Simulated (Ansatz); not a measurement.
**What do other settings change for ionic liquid ethylpyridinium triflate with water at 350 K (113 atoms)?**

Density of this cell: 1.44 g/cm³. The cell holds 113 atoms: 32 C, 4 N, 46 H, 15 O, 4 S and 12 F. Cell: a = 10.779 Å, b = 10.779 Å, c = 10.779 Å, α = 90.0°, β = 90.0°, γ = 90.0°. 4 ethylpyridinium, 4 triflate, 3 H2O placed at random, at 1.44 g/cm³; overlaps pushed apart, then 10 ps at 700 K with MMFF94 bonds, angles, torsions, charges and radii (Halgren, J. Comput. Chem. 17, 490 (1996)) in harmonic and 12-6 forms; SPC/E water (Berendsen, Grigera and Straatsma, J. Phys. Chem. 91, 6269 (1987)); charges of ions scaled by 0.8. Snapshot after 30 ps at 350 K and fixed volume.

Geometry: as built.

Reference run: Kohn-Sham DFT, PBE+D3(BJ), PAW (set soft_2), plane waves (Ansatz 0.2.0), cutoff 420 eV, Γ point, fermi-dirac smearing of 0.025 eV.

| Property | Result |
| --- | --- |
| r.m.s. force component | 1.065 eV/Å |
| pressure | 2.713 GPa |
| gap (highest filled to lowest empty level) | 2.318 eV |
| SCF cycles | 11 |
| time | 8.2 s on 8 threads of Arm Neoverse V2, shared host |

**Question.** The same geometry is run again with each of these changes. How far do the results move, and how long does each run take?
- support functions low
- support functions medium
- support functions high
- support functions medium, radius 3.37 Å
- support functions medium, radius 3.61 Å
- support functions medium, radius 3.82 Å
- support functions medium, radius 4.17 Å
- support functions medium, radius 4.69 Å
- crystal.symmetry.detect = false

Differences are against the plane-wave reference (Kohn-Sham DFT, PBE+D3(BJ), PAW (set soft_2), plane waves), whose r.m.s. force component is 1.07 eV/Å. Energies are set beside the reference only for runs with its functional, potentials and electron count. Times are for 8 threads of Arm Neoverse V2, shared host. The reference's time includes the DOS, the stress and grids, which some other runs skip.

| run | Δ force, r.m.s. (meV/Å) | share of r.m.s. force (%) | Δ energy (meV/atom) | Δ pressure (GPa) | Δ gap (eV) | cycles | time | host memory (GiB) |
| --- | --- | --- | --- | --- | --- | --- | --- | --- |
| reference | - | - | - | - | - | 11 | 8.2 s | 1.5 |
| support functions low | 5.98 | 0.561 | -4.92 | - | -0.0038 | 12 | 35 s | 3.1 |
| support functions medium | 5.97 | 0.561 | -4.93 | - | -0.0016 | 14 | 41 s | 3.5 |
| support functions high | 5.94 | 0.558 | -5.01 | - | -6.0e-4 | 19 | 6.1 min | 12 |
| support functions medium, radius 3.37 Å | 5.98 | 0.561 | -4.93 | - | -0.0018 | 14 | 41 s | 3.3 |
| support functions medium, radius 3.61 Å | 5.92 | 0.556 | -4.93 | - | -0.0019 | 14 | 49 s | 3.6 |
| support functions medium, radius 3.82 Å | 5.90 | 0.554 | -4.93 | - | -0.0019 | 14 | 53 s | 3.9 |
| support functions medium, radius 4.17 Å | 5.88 | 0.552 | -4.93 | - | -0.0014 | 15 | 74 s | 4.6 |
| support functions medium, radius 4.69 Å | 5.87 | 0.551 | -4.93 | - | -0.0016 | 15 | 1.9 min | 5.7 |
| crystal.symmetry.detect = false | 0 | 0 | - | 0 | 0 | 11 | 7.8 s | 1.5 |

Among numerical settings the force difference runs from 0 meV/Å (crystal.symmetry.detect = false) to 6.0 meV/Å (support functions low). At 113 atoms the fastest of the runs at a preset level, support functions low, takes roughly 4.3 times the time of plane waves (whose run also made extra analyses, so the like-for-like ratio is larger), in 12 SCF cycles against 11. Differences between support functions and plane waves include what basis error the plane-wave run still has. The force difference hardly changes among these support-function runs, which points to the basis of the plane-wave reference as its main source. As the radius goes from 3.37 to 4.69 Å, the force difference goes from 6.0 to 5.9 meV/Å, and the time from 41 s to 1.9 min. 

[Hosts, paths, dates, database ids (printed as entryN), source tags and the programs' standing remarks are cut or masked in the printed files.]

[The MMFF94 radii named for the starting cell were scaled by 0.96; in molecules described by MMFF94, hydrogen bound to N, O or S took a small fixed 12-6 site in their place.]
